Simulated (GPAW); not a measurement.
# Dielectric function and optical constants of BP, part 2 of 2

Aim: the dielectric function of BP, and the optical constants that follow from it.

GPAW 26.7.0; DFT, PBE, plane-wave PAW (GPAW data sets), scalar-relativistic, RPA, optical limit.

So far. Step 2 (Ground state): There is a gap, 1.28 eV on this mesh (points off the mesh can give less), so no carriers' term is needed.

### Step 4. Dielectric function, RPA (continued)

Table of Re ε, E ∥ x by photon energy:

| photon energy (eV) | Re ε, E ∥ x |
| --- | --- |
| 0.0 | 8.94 |
| 0.5 | 9.00 |
| 1.0 | 9.17 |
| 1.5 | 9.50 |
| 2.0 | 10.0 |
| 2.5 | 10.8 |
| 3.0 | 12.2 |
| 3.5 | 14.4 |
| 4.0 | 14.3 |
| 4.5 | 17.2 |
| 5.0 | 17.5 |
| 5.5 | 18.4 |
| 6.0 | -2.43 |
| 6.5 | 1.57 |
| 7.0 | -8.34 |
| 7.5 | -8.61 |
| 8.0 | -5.00 |
| 8.5 | -2.68 |
| 9.0 | -3.99 |
| 9.5 | -4.42 |
| 10.0 | -4.22 |
| 10.5 | -3.29 |
| 11.0 | -2.18 |
| 11.5 | -1.98 |
| 12.0 | -2.12 |
| 12.5 | -2.27 |
| 13.0 | -1.79 |
| 13.5 | -1.46 |

Table of reflectivity at normal incidence, E ∥ x by photon energy; read off at these points:

photon energy (eV), reflectivity at normal incidence, E ∥ x (%) and a bar from the least value:
```
    0.000       24.9 
    0.250       24.9 
    0.500       25.0 
    0.750       25.1 
    1.000       25.4 
    1.250       25.6 #
    1.500       26.0 #
    1.750       26.5 #
    2.000       27.0 ##
    2.250       27.7 ##
    2.500       28.5 ###
    2.750       29.5 ###
    3.000       30.8 ####
    3.250       32.5 #####
    3.500       34.2 #######
    3.750       36.2 ########
    4.000       35.4 #######
    4.250       36.7 ########
    4.500       39.9 ###########
    4.750       40.1 ###########
    5.000       41.9 ############
    5.250       46.0 ###############
    5.500       50.8 ##################
    5.750       56.7 #######################
    5.918       58.5 ########################
    6.000       56.4 ######################
    6.250       49.0 #################
    6.500       54.1 #####################
    6.750       63.2 ###########################
    7.000       62.5 ###########################
    7.250       63.1 ###########################
    7.500       67.1 ##############################
    7.750       62.6 ###########################
    8.000       58.3 ########################
    8.250       55.0 #####################
    8.500       46.2 ###############
    8.750       46.5 ###############
    9.000       52.5 ####################
    9.250       54.8 #####################
    9.500       57.4 #######################
    9.750       60.4 #########################
   10.000       62.8 ###########################
   10.250       63.8 ############################
   10.500       64.4 ############################
   10.750       56.0 ######################
   11.000       50.1 ##################
   11.250       49.8 ##################
   11.500       47.8 ################
   11.750       46.7 ###############
   12.000       50.4 ##################
   12.250       52.2 ###################
   12.500       59.7 #########################
   12.750       55.9 ######################
   13.000       55.5 ######################
   13.250       54.9 #####################
   13.500       51.8 ###################
   13.750       51.9 ###################
```

The Im ε, E ∥ x has structure finer than the step of the table below, so its rows give means over 0.5 eV, whole bins alone (the curve runs from 0 to 14.0 eV). Peaks (eV: height): without local fields 5.77: 32.6, 6.60: 25.5; with local fields 5.77: 30.0, 6.60: 23.8.

Values under the direct gap are tails of Lorentzian lines. Table of Im ε, E ∥ x by photon energy; means over each step:

| photon energy (eV) | without local fields | with local fields |
| --- | --- | --- |
| 0.5 | 0.0379 | 0.0351 |
| 1.0 | 0.0804 | 0.0743 |
| 1.5 | 0.134 | 0.123 |
| 2.0 | 0.209 | 0.193 |
| 2.5 | 0.337 | 0.311 |
| 3.0 | 0.669 | 0.615 |
| 3.5 | 2.33 | 2.14 |
| 4.0 | 5.23 | 4.80 |
| 4.5 | 8.00 | 7.29 |
| 5.0 | 11.8 | 10.7 |
| 5.5 | 24.9 | 22.3 |
| 6.0 | 23.8 | 22.1 |
| 6.5 | 22.7 | 21.0 |
| 7.0 | 14.6 | 14.5 |
| 7.5 | 8.21 | 8.33 |
| 8.0 | 5.66 | 5.52 |
| 8.5 | 5.79 | 5.34 |
| 9.0 | 6.12 | 6.04 |
| 9.5 | 4.58 | 4.68 |
| 10.0 | 3.02 | 3.14 |
| 10.5 | 2.01 | 2.03 |
| 11.0 | 2.18 | 2.14 |
| 11.5 | 2.21 | 2.21 |
| 12.0 | 2.13 | 2.20 |
| 12.5 | 1.48 | 1.59 |
| 13.0 | 1.22 | 1.28 |
| 13.5 | 1.11 | 1.15 |

Refractive index n and extinction k against photon energy:

| photon energy (eV) | n | k |
| --- | --- | --- |
| 0.0 | 2.99 | 0 |
| 0.5 | 3.00 | 0.00582 |
| 1.0 | 3.03 | 0.0122 |
| 1.5 | 3.08 | 0.0199 |
| 2.0 | 3.16 | 0.0302 |
| 2.5 | 3.29 | 0.0465 |
| 3.0 | 3.49 | 0.0824 |
| 3.5 | 3.80 | 0.247 |
| 4.0 | 3.83 | 0.616 |
| 4.5 | 4.24 | 0.864 |
| 5.0 | 4.34 | 1.15 |
| 5.5 | 4.86 | 2.28 |
| 6.0 | 3.02 | 3.40 |
| 6.5 | 3.44 | 3.21 |
| 7.0 | 1.99 | 3.51 |
| 7.5 | 1.25 | 3.19 |
| 8.0 | 1.12 | 2.50 |
| 8.5 | 1.28 | 2.08 |
| 9.0 | 1.32 | 2.39 |
| 9.5 | 1.01 | 2.33 |
| 10.0 | 0.712 | 2.18 |
| 10.5 | 0.524 | 1.89 |
| 11.0 | 0.684 | 1.63 |
| 11.5 | 0.700 | 1.57 |
| 12.0 | 0.657 | 1.60 |
| 12.5 | 0.467 | 1.58 |
| 13.0 | 0.460 | 1.42 |
| 13.5 | 0.458 | 1.29 |

From ε follow the optical constants at some laser and lamp lines:

| wavelength (nm) | n | k | R (%) | 1/α |
| --- | --- | --- | --- | --- |
| 1064 | 3.04 | 0.015 | 25.5 | 5.8 µm |
| 800 | 3.09 | 0.021 | 26.1 | 3.1 µm |
| 532 | 3.24 | 0.040 | 27.9 | 1.1 µm |
| 450 | 3.38 | 0.060 | 29.5 | 595 nm |
| 365 | 3.73 | 0.207 | 33.4 | 140 nm |
| 308 | 3.84 | 0.613 | 35.5 | 40 nm |
| 193 | 3.41 | 2.961 | 51.7 | 5.2 nm |

Below the direct gap, k and the depth come from the tails of the Lorentzian lines, not from transitions.

Rows near the edge hang on the gap, which this functional as a rule makes too small, and phonon-assisted absorption is left out.

### Step 5. Summary of results

```
electronic dielectric constant ε∞, mean over x, y and z (by symmetry where fewer were run) (RPA) : 8.94
main peak of Im epsilon, first axis                                                              : 5.76 eV
```

What this shows: At this level (PBE, RPA) BP has ε∞ = 8.94 and n = 3.01 at 1550 nm, and Im ε peaks at 5.8 eV. On the mesh the gap is 1.26 eV and the least direct gap 3.41 eV, so on this mesh the band edges lie at different points. Local fields change the static value along x from 9.42 to 8.94 (-5 %). Distinct maxima of Im ε, read by a parabola through the highest points, lie at 5.76 eV (30), 6.61 eV (24) and 8.90 eV (6.5). Excitons and phonon-assisted transitions are missing; PBE gaps are as a rule too small, which pulls the onset down and ε∞ up. The sum runs over mesh points, so small or evenly spaced maxima can still be ripples of the mesh.

[Machine, clock and banner lines and Python warnings are left out of the logs.]

[Logs are printed without paths, hosts, clocks, repeated set-up lines and the standing remarks that a program may print on its own settings, such as how far it seeks lower states.]

[Hosts, paths, dates, database ids (printed as entryN), source tags and the programs' standing remarks are cut or masked in the printed files.]
